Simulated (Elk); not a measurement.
# Bands of YCrCu4 in the lowest magnetic state tried

How do the spin channels of YCrCu4 fill?

Calculated with Elk 11.2.3 (patched build); Wu-Cohen GGA; all-electron APW+lo, Dirac cores, scalar-relativistic bands.

### Step 1. Starting point

It takes space group F-43m (No. 216, cubic). Conventional cell: a = 7.088 Å, b = 7.088 Å, c = 7.088 Å, α = 90.00°, β = 90.00°, γ = 90.00°. Nearest to Y lie 12 Cu at 2.94 Å and 4 Cr at 3.07 Å. Nearest to Cr lie 12 Cu at 2.94 Å and 4 Y at 3.07 Å. Cu has 6 Cu at 2.49 to 2.52 Å and 3 Cr at 2.94 Å and 3 Y at 2.94 Å nearest. invented: YMnNi4 (F-43m) with Cu for Ni, Cr for Mn. Farther neighbours are not listed.

The cell is a made-up one and need not be a known phase.

### Step 2. Ground-state run

Bands and densities of states are read from a converged potential, so the magnetic state comes first.

This is the lowest of the starts that converged (ferro +).

The last three numbers of an atom's line are a seed field in its sphere. It points against the wanted moment and shrinks by the factor reducebf each loop.

The input, elk.in:

```
tasks
  0

xctype
  100 118 130

rgkmax
  7.0

nempty
  12

swidth
  0.001

reducebf
  0.5

epsengy
  1e-05

maxscl
  100

lmaxi
  2

mixtype
  3

mixsdb
  8

spinpol
  .true.

sppath
  './'

avec
  0.00000000000 6.69762402268 6.69762402268
  6.69762402268 0.00000000000 6.69762402268
  6.69762402268 6.69762402268 0.00000000000

atoms
  3
  'Y.in'
  1
  0.0000000000 0.0000000000 0.0000000000   0.000000 0.000000 0.000000
  'Cr.in'
  1
  0.2500000000 0.2500000000 0.2500000000   0.000000 0.000000 -0.075000
  'Cu.in'
  4
  0.6242243300 0.6242243300 0.1273270000   0.000000 0.000000 0.000000
  0.6242243300 0.1273270000 0.6242243300   0.000000 0.000000 0.000000
  0.1273270000 0.6242243300 0.6242243300   0.000000 0.000000 0.000000
  0.6242243300 0.6242243300 0.6242243300   0.000000 0.000000 0.000000

ngridk
  6 6 6
```

Started as:

```bash
> OMP_NUM_THREADS=4 elk
```

Numbers of over 12 decimals in the logs are rounded to 6 here.

What it wrote:

```text
Warning(gndstate): core states of species 3 leak from the muffin-tin :   0.2381448251E-03

--- INFO.OUT ---
┌─────────────────────────┐
│ Elk code version 11.2.3 │
└─────────────────────────┘

All units are atomic (Hartree, Bohr, etc.)

┌─────────────────────────────────────────────────┐
│ Ground-state run starting from atomic densities │
└─────────────────────────────────────────────────┘

Lattice vectors :
   0.000000000       6.697624023       6.697624023
   6.697624023       0.000000000       6.697624023
   6.697624023       6.697624023       0.000000000

Species : 1 (Y)
 parameters loaded from : Y.in
 name : yttrium
 nuclear charge    :   -39.00000000
 electronic charge :    39.00000000
 atomic mass :    162065.4503
 muffin-tin radius :    2.600000000
 number of radial points in muffin-tin :   1193
 inner part over the whole radius :   0.9871815862E-02
 number on inner part of muffin-tin    :    847
 approximate nuclear radius :   0.8135895711E-04
 number of mesh points to nuclear radius :    416
 atomic positions (lattice), magnetic fields (Cartesian) :
  1 :   0.00000000  0.00000000  0.00000000    0.00000000  0.00000000  0.00000000

Species : 2 (Cr)
 parameters loaded from : Cr.in
 name : chromium
 nuclear charge    :   -24.00000000
 electronic charge :    24.00000000
 atomic mass :    94783.09202
 muffin-tin radius :    2.400000000
 number of radial points in muffin-tin :    993
 inner part over the whole radius :   0.9857795597E-02
 number on inner part of muffin-tin    :    699
 approximate nuclear radius :   0.6987106690E-04
 number of mesh points to nuclear radius :    328
 atomic positions (lattice), magnetic fields (Cartesian) :
  1 :   0.25000000  0.25000000  0.25000000    0.00000000  0.00000000 -0.07500000

Species : 3 (Cu)
 parameters loaded from : Cu.in
 name : copper
 nuclear charge    :   -29.00000000
 electronic charge :    29.00000000
 atomic mass :    115837.2717
 muffin-tin radius :    2.328273638
 number of radial points in muffin-tin :    993
 inner part over the whole radius :   0.9981837870E-02
 number on inner part of muffin-tin    :    701
 approximate nuclear radius :   0.7406004541E-04
 number of mesh points to nuclear radius :    337
 atomic positions (lattice), magnetic fields (Cartesian) :
  1 :   0.62422433  0.62422433  0.12732700    0.00000000  0.00000000  0.00000000
  2 :   0.62422433  0.12732700  0.62422433    0.00000000  0.00000000  0.00000000
  3 :   0.12732700  0.62422433  0.62422433    0.00000000  0.00000000  0.00000000
  4 :   0.62422433  0.62422433  0.62422433    0.00000000  0.00000000  0.00000000

Total number of atoms per unit cell :    6
Total muffin-tin volume :    342.9989365
 ratio of muffin-tin to unit cell volume :   0.5708217132

Spin treatment :
 spin-polarised
 global magnetic field (Cartesian) :    0.000000000       0.000000000       0.000000000
 collinear magnetisation in z-direction

Number of Bravais lattice symmetries :   48
Number of crystal symmetries         :   24
Crystal has no inversion symmetry
Complex Hermitian eigensolver will be used

k-point grid :      6     6     6
k-point offset :    0.000000000       0.000000000       0.000000000
k-point set is reduced with full crystal symmetry group
Total number of k-points :       22

Muffin-tin radius times maximum |G+k| :    7.000000000
 using average radius
Maximum |G+k| for APW functions       :    2.934375921
Maximum (1/2)|G+k|²                   :    4.305281022
Maximum |G| for potential and density :    12.00000000
Constant for pseudocharge density :    8
 order of it for each species :   15  15  15
 order of it for pair densities of each species (exact exchange by exxq0 0: 15) :   12  10   9
Radial integration step length :    1

G-vector grid sizes :     40    40    40
Number of G-vectors :    17477

Maximum angular momentum used for
 APW functions            :    8
 outer part of muffin-tin :    6
 inner part of muffin-tin :    2

Number of empty states         :     72
Total number of valence states :    238
Total number of core states    :     86

Third-order local-orbitals added for an l without core states : T
Total number of local-orbitals :    124

Using Libxc version 7.0.0
Exchange-correlation functional :    100   118   130
 gga_x_wc; gga_c_pbe
 gradient requirement :    2
 generalised gradient approximation (GGA)

Smearing type :    3
 Fermi-Dirac
Smearing width :   0.1000000000E-02
Effective electronic temperature (K) :    315.7750248

Mixing type :    3
 Broyden mixing, J. Phys. A: Math. Gen. 17, L317 (1984)

Kohn-Sham potential initialised from atomic data

┌──────────────────────────────┐
│ Self-consistent loop started │
└──────────────────────────────┘

┌─────────────────┐
│ Loop number : 1 │
└─────────────────┘

Energies :
 Fermi                       :     0.217159
 sum of occupied eigenvalues :     -6405.4102081020
 electron kinetic            :      11233.513611337
 core electron kinetic       :      10389.907768251
 Coulomb                     :     -21864.979701480
 Coulomb potential           :     -17165.861942443
 nuclear-nuclear             :     -1665.1351433861
 electron-nuclear            :     -23286.944111157
 Hartree                     :      3087.0995530630
 Madelung                    :     -13282.048730258
 xc potential                :     -472.97485849396
 xc effective B-field        :    -0.90646097116085E-01
 external B-field            :      0.000000
 exchange                    :     -412.64245608305
 correlation                 :     -8.630730
 electron entropic           :    -0.84951108319947E-03
 total energy                :     -11052.740125330
 (external B-field energy excluded from total)

Density of states at Fermi energy :    263.1158323
 (states/Hartree/unit cell)

Estimated indirect band gap :   0.6712376014E-03
 from k-point 18 to k-point 5
Estimated direct band gap   :   0.1220572560E-02
 at k-point 18

Charges :
 core                        :    86.00000000
 valence                     :    93.00000000
 interstitial                :    9.142009619
 muffin-tins (core leakage)
  species : 1 (Y)
   atom 1                    :    37.90427875     (  0.9029631233E-05)
  species : 2 (Cr)
   atom 1                    :    21.55509713     ( -0.2234875787E-06)
  species : 3 (Cu)
   atom 1                    :    27.59965363     (  0.2706343766E-03)
   atom 2                    :    27.59965363     (  0.2706343766E-03)
   atom 3                    :    27.59965363     (  0.2706343766E-03)
   atom 4                    :    27.59965363     (  0.2706343766E-03)
 total in muffin-tins        :    169.8579904
 total calculated charge     :    178.9982426
 total charge                :    179.0000000
 error                       :   0.1757354269E-02

Moments :
 interstitial                :   0.3798938744
 muffin-tins
  species : 1 (Y)
   atom 1                    :   0.1649980760
  species : 2 (Cr)
   atom 1                    :    2.081982045
  species : 3 (Cu)
   atom 1                    :   0.2020344403
   atom 2                    :   0.2020344403
   atom 3                    :   0.2020344403
   atom 4                    :   0.2020344403
 total in muffin-tins        :    3.055117883
 total moment                :    3.435011757

[... earlier loops left out ...]

┌──────────────────┐
│ Loop number : 25 │
└──────────────────┘

Energies :
 Fermi                       :     0.262418
 sum of occupied eigenvalues :     -6400.8660484198
 electron kinetic            :      11286.254495423
 core electron kinetic       :      10388.930225030
 Coulomb                     :     -21913.872439378
 Coulomb potential           :     -17130.047433414
 nuclear-nuclear             :     -1665.1351433861
 electron-nuclear            :     -23420.852844182
 Hartree                     :      3172.1155481903
 Madelung                    :     -13348.848722671
 xc potential                :     -556.82553030162
 xc effective B-field        :    -0.247580
 external B-field            :      0.000000
 exchange                    :     -417.80931456944
 correlation                 :     -8.626881
 electron entropic           :    -0.62912420126817E-03
 total energy                :     -11054.054768924
 (external B-field energy excluded from total)

Density of states at Fermi energy :    198.4528141
 (states/Hartree/unit cell)

Estimated indirect band gap :   0.8042984504E-03
 from k-point 10 to k-point 14
Estimated direct band gap   :   0.1295867506E-02
 at k-point 4

Charges :
 core                        :    86.00000000
 valence                     :    93.00000000
 interstitial                :    6.978405364
 muffin-tins (core leakage)
  species : 1 (Y)
   atom 1                    :    36.92894987     (  0.8821663755E-05)
  species : 2 (Cr)
   atom 1                    :    22.51865533     ( -0.2234883762E-06)
  species : 3 (Cu)
   atom 1                    :    28.14349736     (  0.2381448251E-03)
   atom 2                    :    28.14349736     (  0.2381448251E-03)
   atom 3                    :    28.14349736     (  0.2381448251E-03)
   atom 4                    :    28.14349736     (  0.2381448251E-03)
 total in muffin-tins        :    172.0215946
 total calculated charge     :    178.9983134
 total charge                :    179.0000000
 error                       :   0.1686632367E-02

Moments :
 interstitial                :   0.5862465777
 muffin-tins
  species : 1 (Y)
   atom 1                    :   0.1162060255
  species : 2 (Cr)
   atom 1                    :    3.625117960
  species : 3 (Cu)
   atom 1                    :   0.7732091625E-01
   atom 2                    :   0.7732091625E-01
   atom 3                    :   0.7732091625E-01
   atom 4                    :   0.7732091625E-01
 total in muffin-tins        :    4.050607651
 total moment                :    4.636854228

┌──────────────────────────────┐
│ Self-consistent loop stopped │
└──────────────────────────────┘

Warning : core states of species 3 leak from the muffin-tin :   0.2381448251E-03

Wrote STATE.OUT
```

Run time: 6 min. Hardware: 4 threads of Arm Neoverse V1, shared host; peak memory 0.55 GiB; 22 min of CPU time.

Spin moment in the muffin-tin sphere by atom:

| atom | spin moment in the muffin-tin sphere (μB) |
| --- | --- |
| Y1 | 0.12 |
| Cr2 | 3.63 |
| Cu3 | 0.08 |
| Cu4 | 0.08 |
| Cu5 | 0.08 |
| Cu6 | 0.08 |

Numbers from this step:

```yaml
density_of_states_at_the_fermi_level: 7.293 states/eV/cell
moment_between_the_spheres: 0.5862 μB
magnetization: 4.637 μB
final_state: ferromagnetic
```

### Step 3. Bands and density of states

The potential is kept. Point names follow a standard table for this cell's lattice and can differ from other conventions. The density of states is interpolated from the levels on the mesh (so its value at the Fermi level can differ from the smeared one of the ground-state run), and the bands are solved anew along a path of special points.

elk.in, as its differences from that of step 2:

```diff
@@ -1,3 +1,7 @@
 tasks
-  0
+  10
+  20
+  15
+  33
+  73
 
@@ -51,3 +55,3 @@
   1
-  0.2500000000 0.2500000000 0.2500000000   0.000000 0.000000 -0.075000
+  0.2500000000 0.2500000000 0.2500000000   0.000000 0.000000 -0.000075
   'Cu.in'
@@ -61 +65,22 @@
   6 6 6
+
+wplot
+  300 60 1
+  -0.35000 0.25000
+
+plot1d
+  7 84
+  0.00000000 0.00000000 0.00000000
+  -0.50000000 -0.50000000 0.00000000
+  -0.37500000 -0.37500000 0.25000000
+  -0.37500000 0.00000000 0.37500000
+  0.00000000 0.00000000 0.00000000
+  0.00000000 0.00000000 0.50000000
+  -0.50000000 -0.25000000 0.25000000
+
+plot3d
+  0 0 0
+  1 0 0
+  0 1 0
+  0 0 1
+  26 26 26
```

Started as:

```bash
> OMP_NUM_THREADS=4 elk
```

What it wrote:

```text
┌─────────────────────────────────┐
│ Elk code version 11.2.3 started │
└─────────────────────────────────┘

Info(readinput): the functional depends on the density's gradient
 muffin-tin radial points multiplied by    2.00000
 (not where nrmtscf is given)

┌───────────────────┐
│ Current task : 10 │
└───────────────────┘
Info(checkmt): changed muffin-tin radius of species 3 (Cu) from   2.4000 to   2.3283

Info(writedos):
 Total density of states written to TDOS.OUT

 Partial density of states written to PDOS_Sss_Aaaaa.OUT
 for all species and atoms

 Spin-quantisation axis :    0.000000000       0.000000000       1.000000000

 Eigenvalues of a random matrix symmetrised with the site
 symmetries in the Yₗₘ basis written to ELMIREP.OUT for all
 species and atoms. Degenerate eigenvalues correspond to
 irreducible representations of each site symmetry group

 Interstitial density of states written to IDOS.OUT

 Fermi energy is at zero in plots

 DOS units are states/Hartree/unit cell

┌───────────────────┐
│ Current task : 20 │
└───────────────────┘

Info(bandstr):
 Band structure plot written to BAND.OUT

 Fermi energy is at zero in plot

 Vertex location lines written to BANDLINES.OUT

┌───────────────────┐
│ Current task : 15 │
└───────────────────┘

Info(writelsj):
 muffin-tin L, S and J expectation values written to LSJ.OUT

┌───────────────────┐
│ Current task : 33 │
└───────────────────┘

Info(rhoplot): 3D density plot written to RHO3D.OUT

┌───────────────────┐
│ Current task : 73 │
└───────────────────┘

Info(vecplot):
 3D magnetisation density written to MAG3D.OUT

┌──────────────────┐
│ Elk code stopped │
└──────────────────┘
```

The job ended after 2.2 min (4 threads; peak memory 0.84 GiB; 7 min of CPU time).

Electronic bands along the path, in eV, zero at the Fermi level; # counts the bands kept:

| point | up #27 | up #28 | up #29 | up #30 | down #24 | down #25 | down #26 | down #27 |
| --- | --- | --- | --- | --- | --- | --- | --- | --- |
| Γ | -0.38 | -0.38 | -0.38 | -0.16 | -0.47 | -0.47 | -0.47 | -0.16 |
| halfway | -1.25 | -0.20 | -0.20 | -0.10 | -0.06 | -0.06 | 0.20 | 0.45 |
| X | -0.93 | -0.18 | -0.08 | -0.08 | -0.35 | 0.14 | 0.14 | 1.63 |
| 0.43 of the way | -0.94 | -0.45 | -0.04 | 0.07 | -0.55 | 0.12 | 0.58 | 1.54 |
| U | -1.00 | -0.75 | 0.04 | 0.21 | -0.33 | 0.06 | 1.19 | 1.37 |
| 0.55 of the way | -1.03 | -0.86 | -0.44 | 1.04 | -0.90 | 0.78 | 1.09 | 1.31 |
| K | -1.00 | -0.75 | 0.04 | 0.21 | -0.33 | 0.06 | 1.19 | 1.37 |
| 0.47 of the way | -1.18 | -0.69 | -0.15 | 0.88 | -0.21 | 0.30 | 0.44 | 0.80 |
| Γ | -0.38 | -0.38 | -0.38 | -0.16 | -0.47 | -0.47 | -0.47 | -0.16 |
| 0.53 of the way | -1.26 | -0.23 | -0.23 | 0.45 | -0.19 | -0.19 | 0.22 | 0.22 |
| L | -1.08 | -0.01 | 0.02 | 0.02 | 0.06 | 0.06 | 0.70 | 0.70 |
| 0.46 of the way | -1.08 | -0.66 | -0.17 | 0.69 | -0.30 | 0.58 | 0.90 | 1.25 |
| W | -1.01 | -0.97 | -0.50 | 1.25 | -1.32 | 0.98 | 1.10 | 1.30 |

The density of states has structure finer than the step of the table below, so its rows give means over 1 eV, whole bins alone (the curve runs from -9.52 to 6.75 eV). Peaks (eV: height): up -3.6: 13.2, -3.2: 9.95, -2.6: 14.0, -1.1: 12.3; down -3.9: 7.70, -3.5: 13.2, -2.4: 15.2, 1.4: 8.16; Y1 d up 2.2: 1.10, 2.4: 1.15, 2.9: 0.902, 3.3: 1.07; Y1 d down 1.4: 1.00, 3.4: 1.02, 4.0: 0.858, 4.6: 0.969; Cr2 d up -1.1: 7.53, -0.7: 1.39.

The density of states by energy, zero at the Fermi level; means over each step; 7 of 8 lines; values in states/eV/cell:

| energy (eV) | up | down | Y1 d up | Y1 d down | Cr2 d up | Cr2 d down | Cu3 d up |
| --- | --- | --- | --- | --- | --- | --- | --- |
| -9 | 0 | 0 | 0 | 0 | 0 | 0 | 0 |
| -8 | 0.0920 | 0.0490 | 5.5e-5 | 2.1e-5 | 5.2e-5 | 0 | 5.1e-4 |
| -7 | 0.410 | 0.350 | 0.00161 | 0.00118 | 0.00174 | 5.7e-4 | 0.00507 |
| -6 | 0.498 | 0.601 | 0.00604 | 0.00672 | 0.00655 | 0.00320 | 0.0112 |
| -5 | 1.59 | 0.984 | 0.0388 | 0.0229 | 0.0407 | 0.0104 | 0.150 |
| -4 | 6.60 | 5.62 | 0.0654 | 0.0642 | 0.165 | 0.0318 | 1.28 |
| -3 | 9.29 | 9.32 | 0.0895 | 0.0910 | 0.328 | 0.0623 | 1.92 |
| -2 | 4.59 | 5.12 | 0.0320 | 0.0242 | 0.384 | 0.0184 | 0.927 |
| -1 | 4.65 | 1.14 | 0.121 | 0.0572 | 2.60 | 0.0357 | 0.269 |
| 0 | 1.73 | 2.01 | 0.151 | 0.190 | 0.344 | 0.214 | 0.0978 |
| 1 | 0.555 | 3.19 | 0.0497 | 0.382 | 0.0942 | 1.21 | 0.0208 |
| 2 | 1.76 | 1.58 | 0.486 | 0.118 | 0.295 | 0.863 | 0.0542 |
| 3 | 1.80 | 1.76 | 0.640 | 0.447 | 0.166 | 0.697 | 0.0508 |
| 4 | 1.43 | 1.99 | 0.409 | 0.519 | 0.143 | 0.740 | 0.0398 |
| 5 | 0.136 | 1.30 | 0.0181 | 0.312 | 0.00108 | 0.391 | 0.00455 |
| 6 | 0.835 | 0.358 | 0.219 | 0.0665 | 0.0193 | 0.0112 | 0.0262 |

### Step 4. What came out

* state: ferromagnetic
* largest moment: 3.63 μB

In words: Right at the Fermi level (the table gives means over its steps) the density of states is 1.5 states/eV a cell for spin up and 1.8 for spin down. Within the window shown, the centres of the Cr2 d states of the two spins lie 3.1 eV apart, a rough measure of the splitting of the spins. The state is the lowest of the starts that converged; no opposed start was among them. These are Kohn–Sham levels without spin–orbit coupling.

[Logs and program files are shortened in this print: banners, set-up blocks, solver, clock and traceback lines can be left out without a mark of their own.]

[Logs are printed without paths, hosts, clocks, repeated set-up lines and the standing remarks that a program may print on its own settings, such as how far it seeks lower states.]

[Hosts, paths, dates, database ids (printed as entryN), source tags and the programs' standing remarks are cut or masked in the printed files.]

[Where a cell is said to come from a database of computed structures, the database is the Materials Project.]
